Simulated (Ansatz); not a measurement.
**Mo(100) film of 5 layers: lattice stability ahead of a resistivity run**

The plan: relax Mo(100) film of 5 layers, check its phonons, and, if the lattice is stable, compute its Eliashberg function and ρ(T).

Main program and level: Ansatz 0.2.0; DFT PBEsol, scalar-relativistic, plane waves, PAW.

### Step 1. The structure

The cell holds 5 atoms: 5 Mo. Its edges and angles: a = 3.150 Å, b = 3.150 Å, c = 17.300 Å, α = 90.0°, β = 90.0°, γ = 90.0°. It derives from Mo. Vacuum lies along c.

### Step 2. Rough relaxation

The start is far from rest, so a relaxation with loose thresholds does the first part.

input.yaml reads:

```yaml
crystal:
  lattice:
    - [3.15, 0.0, 0.0]
    - [0.0, 3.15, 0.0]
    - [0.0, 0.0, 17.3]
  atoms:
    - { symbol: Mo, position: [0.0, 0.0, 0.31791908] }
    - { symbol: Mo, position: [0.5, 0.5, 0.40895954] }
    - { symbol: Mo, position: [0.0, 0.0, 0.5] }
    - { symbol: Mo, position: [0.5, 0.5, 0.59104046] }
    - { symbol: Mo, position: [0.0, 0.0, 0.68208092] }
  periodic: [true, true, false]
kpoints:
  mp_grid: { grid: [6, 6, 1] }
hamiltonian:
  xc: pbesol
scf:
  occupations: { method: gaussian, width: 0.1 }
output:
  forces: true
  stress: true
  eigenvalues: true
relax:
  adjacent_minimum: "off"
  f_tol: 0.05
  max_steps: 80
  cell: { stress_2d_tol: 0.02 }
```

On the command line:

```
$ ansatz run input.yaml --threads 4 --pin off --max-ram 16384MiB --backend cpu --events-out ev --progress --plain --runs-dir out
```

Numbers of over 12 decimals in the logs are rounded to 6 here.

Log:

```text
Warning: crystal.periodic: the lattice vector that does not repeat stood 0.000° off the slab's normal, 17.300 Å along it as the deck builds it. The run solves the slab on a vector along the normal, 36.400 Å long, with every atom where it was (on the deck's vector they left 11.00 Å outside them, and the widest stretch free of ions among them is 1.57 Å). A fractional position that the run reports is one of the run's ce [...]
The last accepted step is kept in <dir> (removed where the run ends without a failure and the disk answers)
crystal.periodic: the lattice vector that does not repeat stood 0.000° off the slab's normal, 17.300 Å along it as the deck builds it. The run solves the slab on a vector along the normal, 36.400 Å long, with every atom where it was (on the deck's vector they left 11.00 Å outside them, and the widest stretch free of ions among them is 1.57 Å). A fractional position that the run reports is one of the run's cell, which [...]
Engine: ansatz 0.2.0, aarch64-unknown-linux-gnu
Pseudopotentials: kind: paw
Pseudopotential: Mo, paw, valence charge 14, recommended cutoff 420 eV (normal), Mo.paw.azcp
Functional definition: PBEsol
  exchange = pbesol_x
  correlation = pbesol_c
Crystal: 5 atoms, lattice volume = 361.179 Å³
Basis set: ecut = 420 eV, 7145 PW (Γ), exchange–correlation on 48×48×500 points (8 copies of the dense FFT grid, shifted against one another)
Bands: 42, of which v1, the nominal top of the filled ones, is band 35 counted from 1 (34 counted from 0)
Symmetry: 16 space group operations
Space group: P4/mmm (ITA 123), of the structure as read, at distance tolerance 7.1e-5 Å
k-points: 10 of 36
Non-local potential: Mo, projectors of the file, l = 0: 3, l = 1: 2, l = 2: 2, l = 3: 1
PAW form: soft (Blöchl's): semilocal exchange-correlation on the pseudo side does not see the compensation charge
PAW frozen core: Mo, regenerated for the run's functional, and the local potential with it (the file was generated under x = pbe(κ = 0.804, μ = 0.219515), c = pbe(β = 0.066725))
PAW one-centre angular grid: Mo, 590 points (default); XC on 64 Gauss nodes
Initial density: superposition of atomic densities (neutral atoms: chi_scale 0, normalization atom), corrected by the library's trained network
Initial wavefunctions: pseudopotential atomic-orbital guess
Functional: x = pbesol(κ = 0.804, μ = 0.123457), c = pbesol(β = 0.046)
SCF iter   1: F=—  HF=-24482.391073 eV  |F-HF|=—  |Δ(HF+E_count)|=         —  Δρ=6.29e-3  dr2=3.89e-1  ethr=1.77e-3  ⟨swp⟩=11.0  Hψ=2475  notcnv=0
preconditioner: auto → LDOS  [metal: Δε(μ)=0.024 eV  Ē_g=3.509 eV  σ=0.100 eV  W_gap=0.13  n_scr=52 (ndim 8)  ℏωp=10.7 eV  f_vac=0.712  D(μ)=8.81/eV (n_scr^D=52)  β→1.0]
SCF iter   2: F=—  HF=-24482.365459 eV  |F-HF|=—  |Δ(HF+E_count)|=   2.56e-2  Δρ=2.74e-3  dr2=8.12e-2  ethr=5.56e-4  ⟨swp⟩=3.3  Hψ=900  notcnv=0  defer=9
SCF iter   3: F=—  HF=-24482.361098 eV  |F-HF|=—  |Δ(HF+E_count)|=   4.36e-3  Δρ=1.22e-3  dr2=1.29e-2  ethr=1.16e-4  ⟨swp⟩=3.0  Hψ=767  notcnv=0  defer=9
SCF iter   4: F=—  HF=-24482.360476 eV  |F-HF|=—  |Δ(HF+E_count)|=   6.22e-4  Δρ=4.93e-4  dr2=2.69e-3  ethr=1.84e-5  ⟨swp⟩=3.0  Hψ=623  notcnv=0  defer=9
SCF iter   5: F=—  HF=-24482.360239 eV  |F-HF|=—  |Δ(HF+E_count)|=   2.36e-4  Δρ=1.14e-4  dr2=1.51e-4  ethr=3.84e-6  ⟨swp⟩=3.2  Hψ=711  notcnv=0  defer=9
SCF iter   6: F=—  HF=-24482.360235 eV  |F-HF|=—  |Δ(HF+E_count)|=   4.04e-6  Δρ=2.84e-5  dr2=9.90e-6  ethr=2.16e-7  ⟨swp⟩=3.0  Hψ=736  notcnv=0  defer=9
SCF iter   7: F=—  HF=-24482.360627 eV  |F-HF|=—  |Δ(HF+E_count)|=   3.92e-4  Δρ=1.28e-5  dr2=2.51e-6  ethr=1.41e-8  ⟨swp⟩=3.5  Hψ=883  notcnv=0  defer=8
SCF iter   8: F=—  HF=-24482.360628 eV  |F-HF|=—  |Δ(HF+E_count)|=   5.11e-7  Δρ=5.20e-6  dr2=1.92e-7  ethr=3.59e-9  ⟨swp⟩=3.4  Hψ=803  notcnv=0  defer=8
SCF iter   9: F=-24482.360628 eV  HF=-24482.360628 eV  |F-HF|=4.65e-8  |Δ(HF+E_count)|=   7.02e-8  Δρ=1.74e-6  dr2=2.77e-8  ethr=1.43e-10  ⟨swp⟩=17.9  Hψ=2400  notcnv=0
SCF 1 converged in 9 iterations: F = -24482.360628 eV  dr2 = 2.77e-8
  greatest PAW one-centre occupation: 0.999 electrons in one spin orbital (limit 2), on the Mo atom at site 4 (counted from 0), in its partial waves of l = 0
relax step   1: F+E_penalty+E_count = -24482.36062800 eV  Δ(F+E_penalty+E_count) = +0.000e0 eV  max|allowed force component| = 1.636e0 eV/Å  Δτ_max = 0.0000 Å  P = -16.612 N/m  Ω = 361.179 Å³  fix = [c, alpha, beta]  reactions: c +0.000 N/m  (9 SCF iters, dr2 threshold 1.00e-7 eV, accepted)
Crystal: 5 atoms, lattice volume = 336.664 Å³
Basis set: ecut = 420 eV, 6465 PW (Γ), exchange–correlation on 48×48×500 points (8 copies of the dense FFT grid, shifted against one another)
Initial density: handed on by an earlier stage of this run
Initial wavefunctions: those handed on with the density
iter 1 solved again at ethr=1.62e-3 eV; its pass at ethr=3.10e-3 eV (dr2=1.13e0 eV) is discarded
SCF iter   1: F=—  HF=-24482.756923 eV  |F-HF|=—  |Δ(HF+E_count)|=         —  Δρ=1.40e-2  dr2=1.14e0  ethr=1.62e-3  ⟨swp⟩=1.9  Hψ=3219  notcnv=0
preconditioner: auto → LDOS  [metal: Δε(μ)=0.024 eV  Ē_g=4.117 eV  σ=0.100 eV  W_gap=0.14  n_scr=44 (ndim 8)  ℏωp=11.1 eV  f_vac=0.722  D(μ)=7.65/eV (n_scr^D=22)  β→1.0]
SCF iter   2: F=—  HF=-24482.680480 eV  |F-HF|=—  |Δ(HF+E_count)|=   7.64e-2  Δρ=7.88e-3  dr2=3.86e-1  ethr=1.62e-3  ⟨swp⟩=3.6  Hψ=810  notcnv=0
SCF iter   3: F=—  HF=-24482.638928 eV  |F-HF|=—  |Δ(HF+E_count)|=   4.16e-2  Δρ=2.43e-3  dr2=4.40e-2  ethr=5.52e-4  ⟨swp⟩=2.9  Hψ=828  notcnv=0  defer=14
SCF iter   4: F=—  HF=-24482.635125 eV  |F-HF|=—  |Δ(HF+E_count)|=   3.80e-3  Δρ=4.18e-4  dr2=7.96e-4  ethr=6.28e-5  ⟨swp⟩=3.2  Hψ=695  notcnv=0  defer=14
SCF iter   5: F=—  HF=-24482.635376 eV  |F-HF|=—  |Δ(HF+E_count)|=   2.51e-4  Δρ=1.49e-4  dr2=6.75e-5  ethr=1.14e-6  ⟨swp⟩=4.5  Hψ=1022  notcnv=0  defer=14
SCF iter   6: F=—  HF=-24482.635867 eV  |F-HF|=—  |Δ(HF+E_count)|=   4.91e-4  Δρ=7.09e-5  dr2=1.82e-5  ethr=9.65e-8  ⟨swp⟩=3.6  Hψ=963  notcnv=0  defer=13
SCF iter   7: F=—  HF=-24482.635883 eV  |F-HF|=—  |Δ(HF+E_count)|=   1.57e-5  Δρ=2.26e-5  dr2=1.32e-6  ethr=2.59e-8  ⟨swp⟩=3.5  Hψ=904  notcnv=0  defer=13
SCF iter   8: F=-24482.635889 eV  HF=-24482.635888 eV  |F-HF|=5.41e-7  |Δ(HF+E_count)|=   5.32e-6  Δρ=5.81e-6  dr2=1.66e-7  ethr=7.14e-10  ⟨swp⟩=19.3  Hψ=2723  notcnv=0
SCF 2 converged in 8 iterations: F = -24482.635889 eV  dr2 = 1.66e-7
[...]
SCF iter   7: F=—  HF=-24482.843526 eV  |F-HF|=—  |Δ(HF+E_count)|=   4.09e-4  Δρ=1.42e-5  dr2=5.30e-7  ethr=2.99e-8  ⟨swp⟩=4.1  Hψ=998  notcnv=0  defer=7
iter 8 did not close the SCF: its close was put off until two iterations running show no level that it waits for move by more than its bar (scf_convergence_deferred on its scf_iter line)
SCF iter   8: F=-24482.843528 eV  HF=-24482.843528 eV  |F-HF|=1.17e-7  |Δ(HF+E_count)|=   1.91e-6  Δρ=3.93e-6  dr2=1.15e-7  ethr=7.14e-10  ⟨swp⟩=16.0  Hψ=2782  notcnv=0
iter 9 did not close the SCF: its close was put off until two iterations running show no level that it waits for move by more than its bar (scf_convergence_deferred on its scf_iter line)
SCF iter   9: F=-24482.843528 eV  HF=-24482.843528 eV  |F-HF|=3.91e-8  |Δ(HF+E_count)|=   1.61e-7  Δρ=1.13e-6  dr2=2.83e-9  ethr=1.64e-10  ⟨swp⟩=3.7  Hψ=1576  notcnv=0
SCF iter  10: F=-24482.843528 eV  HF=-24482.843528 eV  |F-HF|=5.80e-9  |Δ(HF+E_count)|=   3.46e-8  Δρ=3.84e-7  dr2=5.10e-10  ethr=4.04e-12  ⟨swp⟩=2.8  Hψ=1587  notcnv=0
SCF 3 converged in 10 iterations: F = -24482.843528 eV  dr2 = 5.10e-10
relax step   3: F+E_penalty+E_count = -24482.84352832 eV  Δ(F+E_penalty+E_count) = -2.076e-1 eV  max|allowed force component| = 4.282e-1 eV/Å  Δτ_max = 0.1742 Å  P = -1.363 N/m  Ω = 338.735 Å³  energy of the carried Pulay correction = +7.468e-4 eV  fix = [c, alpha, beta]  reactions: c +0.000 N/m  (10 SCF iters, dr2 threshold 5.00e-7 eV, accepted)
[...]
relax step   4: F+E_penalty+E_count = -24482.86721178 eV  Δ(F+E_penalty+E_count) = -2.368e-2 eV  max|allowed force component| = 3.491e-1 eV/Å  Δτ_max = 0.0943 Å  P = -1.253 N/m  Ω = 344.726 Å³  energy of the carried Pulay correction = +5.428e-4 eV  fix = [c, alpha, beta]  reactions: c +0.000 N/m  (9 SCF iters, dr2 threshold 5.00e-7 eV, accepted)
[...]
relax step   5: F+E_penalty+E_count = -24482.87631508 eV  Δ(F+E_penalty+E_count) = -9.103e-3 eV  max|allowed force component| = 1.330e-2 eV/Å  Δτ_max = 0.0231 Å  P = -0.214 N/m  Ω = 342.904 Å³  energy of the carried Pulay correction = +6.045e-4 eV  fix = [c, alpha, beta]  reactions: c +0.000 N/m  (7 SCF iters, dr2 threshold 5.00e-7 eV, accepted)
[...]
relax step   6: F+E_penalty+E_count = -24482.87629346 eV  Δ(F+E_penalty+E_count) = +2.163e-5 eV  max|allowed force component| = 1.476e-2 eV/Å  Δτ_max = 0.0016 Å  P = +0.272 N/m  Ω = 342.125 Å³  energy of the carried Pulay correction = +6.309e-4 eV  fix = [c, alpha, beta]  (6 SCF iters, dr2 threshold 4.33e-8 eV, rejected (line search))
[...]
relax step   7: F+E_penalty+E_count = -24482.87639101 eV  Δ(F+E_penalty+E_count) = -7.593e-5 eV  max|allowed force component| = 2.639e-4 eV/Å  Δτ_max = 0.0009 Å  P = -0.004 N/m  Ω = 342.570 Å³  energy of the carried Pulay correction = +6.158e-4 eV  fix = [c, alpha, beta]  reactions: c +0.000 N/m  (9 SCF iters, accepted)
Initial wavefunctions: pseudopotential atomic-orbital guess (no wavefunctions were taken with the density)
iter 1 solved again at ethr=1.52e-7 eV; its pass at ethr=3.10e-3 eV (dr2=1.07e-4 eV) is discarded
SCF iter   1: F=—  HF=-24482.875312 eV  |F-HF|=—  |Δ(HF+E_count)|=         —  Δρ=4.41e-5  dr2=8.62e-7  ethr=1.52e-7  ⟨swp⟩=7.5  Hψ=4818  notcnv=0
preconditioner: auto → LDOS  [metal: Δε(μ)=0.064 eV  Ē_g=3.855 eV  σ=0.100 eV  W_gap=0.33  n_scr=44 (ndim 8)  ℏωp=11.0 eV  f_vac=0.718  D(μ)=7.01/eV (n_scr^D=22)  β→1.0]
SCF iter   2: F=—  HF=-24482.875687 eV  |F-HF|=—  |Δ(HF+E_count)|=   3.75e-4  Δρ=5.52e-6  dr2=5.82e-8  ethr=1.23e-9  ⟨swp⟩=4.2  Hψ=1176  notcnv=0
SCF iter   3: F=—  HF=-24482.875687 eV  |F-HF|=—  |Δ(HF+E_count)|=   2.21e-8  Δρ=2.10e-6  dr2=1.78e-8  ethr=8.31e-11  ⟨swp⟩=3.6  Hψ=996  notcnv=0
SCF iter   4: F=—  HF=-24482.875687 eV  |F-HF|=—  |Δ(HF+E_count)|=   1.23e-8  Δρ=4.64e-7  dr2=1.13e-9  ethr=2.55e-11  ⟨swp⟩=4.2  Hψ=1074  notcnv=0
SCF iter   5: F=—  HF=-24482.875687 eV  |F-HF|=—  |Δ(HF+E_count)|=   2.31e-9  Δρ=1.07e-7  dr2=5.73e-11  ethr=1.61e-12  ⟨swp⟩=3.1  Hψ=901  notcnv=0
SCF iter   6: F=—  HF=-24482.875687 eV  |F-HF|=—  |Δ(HF+E_count)|=  6.15e-10  Δρ=3.11e-8  dr2=4.47e-12  ethr=1.00e-12  ⟨swp⟩=2.1  Hψ=566  notcnv=0
SCF iter   7: F=-24482.875687 eV  HF=-24482.875687 eV  |F-HF|=1.46e-10  |Δ(HF+E_count)|=  1.93e-10  Δρ=1.58e-8  dr2=1.46e-12  ethr=1.00e-12  ⟨swp⟩=15.6  Hψ=3062  notcnv=0
SCF 8 converged in 7 iterations: F = -24482.875687 eV  dr2 = 1.46e-12
relax step   8: F+E_penalty+E_count = -24482.87568707 eV  Δ(F+E_penalty+E_count) = +7.039e-4 eV  max|allowed force component| = 4.706e-4 eV/Å  Δτ_max = 0.0000 Å  P = +0.001 N/m  Ω = 342.570 Å³  fix = [c, alpha, beta]  reactions: c +0.000 N/m  stress off target by 8.43e-4 N/m on what of the cell is left free  SCF on the basis re-selected at this cell (its energy is not comparable with the rows above)  (7 SCF iters)
basis re-selected at this cell: Δ(F+E_penalty+E_count) = +7.039e-4 eV, ΔP = +0.005 N/m vs the last step (what re-selecting the basis moved, of the pressure what is left beyond the Pulay correction that the steps carried, after the strain that the cell walked since its last selection, with what the two solves' SCF thresholds leave and, on support functions, any second-order correction that the steps lacked; it is no m [...]
SCF converged after 7 iterations
Free energy (F): -24482.875687 eV
Harris-Foulkes:  -24482.875687 eV  (|F-HF|=1.46e-10)
Internal energy: -24482.840640 eV  (E = F + TS)
E sigma→0 (E₀):  -24482.858164 eV
Entropy (-TS):   -0.035047 eV (-7.009 meV/atom)
Fermi energy:    -4.127678 eV
--- Per-component energies (eV) ---
  E_band       = -2026.943080
  E_kinetic    = 2208.946574
  E_local      = -311977.973193  (includes V_loc(G=0)·N_el)
  E_nonlocal   = 729.345904
  E_hartree    = 154440.512189
  E_xc         = -909.793553
  E_vxc        = -1139.401758  (∫ρ·V_xc dr)
  E_paw        = -15721.284628  (= ΣΔE_a)
  E_vpaw       = -728.885527  (= ΣTr[D̂ρ^β])
  E_aug_tail   = 0.000195  (compensation charges beyond the density's cutoff)
  E_ewald      = 146746.359375
  E_core_change = 1.046497  (= ΣΔE_core)
  E_smearing   = -0.035047  (= −TS)
  E_closure    = 0.000000  (closes the sum)
  Σ components = -24482.875687   (vs F -24482.875687, Δ=0.00e0)
--- Forces (eV/Å), atoms counted from 1 ---
  atom   1  Mo     0.00000000     0.00000000    -0.00047061
  atom   2  Mo     0.00000000     0.00000000    -0.00002681
  atom   3  Mo    -0.00000000    -0.00000000     0.00000000
  atom   4  Mo     0.00000000     0.00000000     0.00002681
  atom   5  Mo     0.00000000     0.00000000     0.00047061
  max |Σ_I F_I| component: 1.26e-29 eV/Å
--- 2D stress c σ (N/m, compression-positive) ---
        0.000843       0.000000       0.000000
        0.000000       0.000843       0.000000
        0.000000       0.000000       0.000000
  P = ½ c Tr σ = 0.0008 N/m
--- Band table (eV; the first three rows and the last of 10) ---
  k-point 0: bands = [... 31 lower, -5.0102, -5.0102, -4.4689, -4.4374, -4.2521, -4.2374, -4.1919, -4.1919, ... 3 higher]
  k-point 1: bands = [... 31 lower, -5.2084, -5.0009, -4.9620, -4.9162, -3.9230, -3.8008, -3.5334, -3.5243, ... 3 higher]
  k-point 2: bands = [... 31 lower, -5.5451, -5.2837, -4.7254, -4.5820, -3.9710, -3.8222, -3.4792, -3.3154, ... 3 higher]
  k-point 9: bands = [... 31 lower, -4.7423, -4.7423, -2.4750, -2.4094, -2.1271, -2.1271, -1.8881, -1.8256, ... 3 higher]
--- Relaxed structure (7 steps of the walk, 6 accepted, 1 SCFs on fresh bases) ---
  F+E_penalty+E_count = -24482.87568707 eV   max|allowed force component| = 4.706e-4 eV/Å   (the final SCF, on the basis selected at the relaxed cell)
  cell:  # Å, volume = 342.5703 Å³
    - [3.067780, 0, 0.0]
    - [0, 3.067780, 0.0]
    - [0.0, 0.0, 36.399999664]
  atoms:
    - { symbol: Mo, position: [0, 0, 0.153892] }
    - { symbol: Mo, position: [0.5, 0.5, 0.193317] }
    - { symbol: Mo, position: [0, 0, 0.237637] }
    - { symbol: Mo, position: [0.5, 0.5, 0.281957] }
    - { symbol: Mo, position: [0, 0, 0.321383] }
```

Wall time 28 s (4 threads of Arm Neoverse V1, shared host); peak memory 0.74 GiB.

Step by step:

| step | energy less that of the first step (eV) | largest force component (eV/Å) | volume (Å³) |
| --- | --- | --- | --- |
| 1 | 0.0000 | 1.6361 | 361.18 |
| 2 | -0.2753 | 1.6843 | 336.66 |
| 3 | -0.4829 | 0.4282 | 338.73 |
| 4 | -0.5066 | 0.3491 | 344.73 |
| 5 | -0.5157 | 0.0133 | 342.90 |
| 6 | -0.5157 | 0.0148 | 342.13 |
| 7 | -0.5158 | 0.0003 | 342.57 |
| 8* | -0.5151 | 0.0005 | 342.57 |

Relaxation steps marked * repeat the geometry before them on a plane-wave basis chosen anew for their cell, so energy and pressure can jump there. Relaxation step 6 was tried and not accepted.

The run keeps the 16 symmetry operations that it works with, so distortions that break them were not tested.

```csv
cell as run,before,after,change
a (Å),3.150,3.068,-2.6 %
b (Å),3.150,3.068,-2.6 %
```

The atoms that moved most (Å, along periodic axes as changes of fractional coordinates times the final cell, across vacuum about the mean position):

| atom | dx | dy | dz | length |
| --- | --- | --- | --- | --- |
| Mo1 | 0.000 | 0.000 | 0.102 | 0.102 |
| Mo5 | 0.000 | 0.000 | -0.102 | 0.102 |
| Mo4 | 0.000 | 0.000 | 0.038 | 0.038 |
| Mo2 | 0.000 | 0.000 | -0.038 | 0.038 |

The relaxed structure:

```xyz
5
Lattice="3.0678 0.0000 0.0000 0.0000 3.0678 0.0000 0.0000 0.0000 36.4000" Properties=species:S:1:pos:R:3
Mo    0.0000    0.0000    5.6017
Mo    1.5339    1.5339    7.0367
Mo    0.0000    0.0000    8.6500
Mo    1.5339    1.5339   10.2633
Mo    0.0000    0.0000   11.6983
```

This step gave:

| Quantity | Value |
| --- | --- |
| metallic on mesh | yes |
| gap on the k-mesh | 0 eV |

The relaxation ends with a largest force component of 4.7e-4 eV/Å.

(Part 1 of 3 ends here.)

[Logs are printed without paths, hosts, clocks, repeated set-up lines and the standing remarks that a program may print on its own settings, such as how far it seeks lower states.]

[Hosts, paths, dates, database ids (printed as entryN), source tags and the programs' standing remarks are cut or masked in the printed files.]
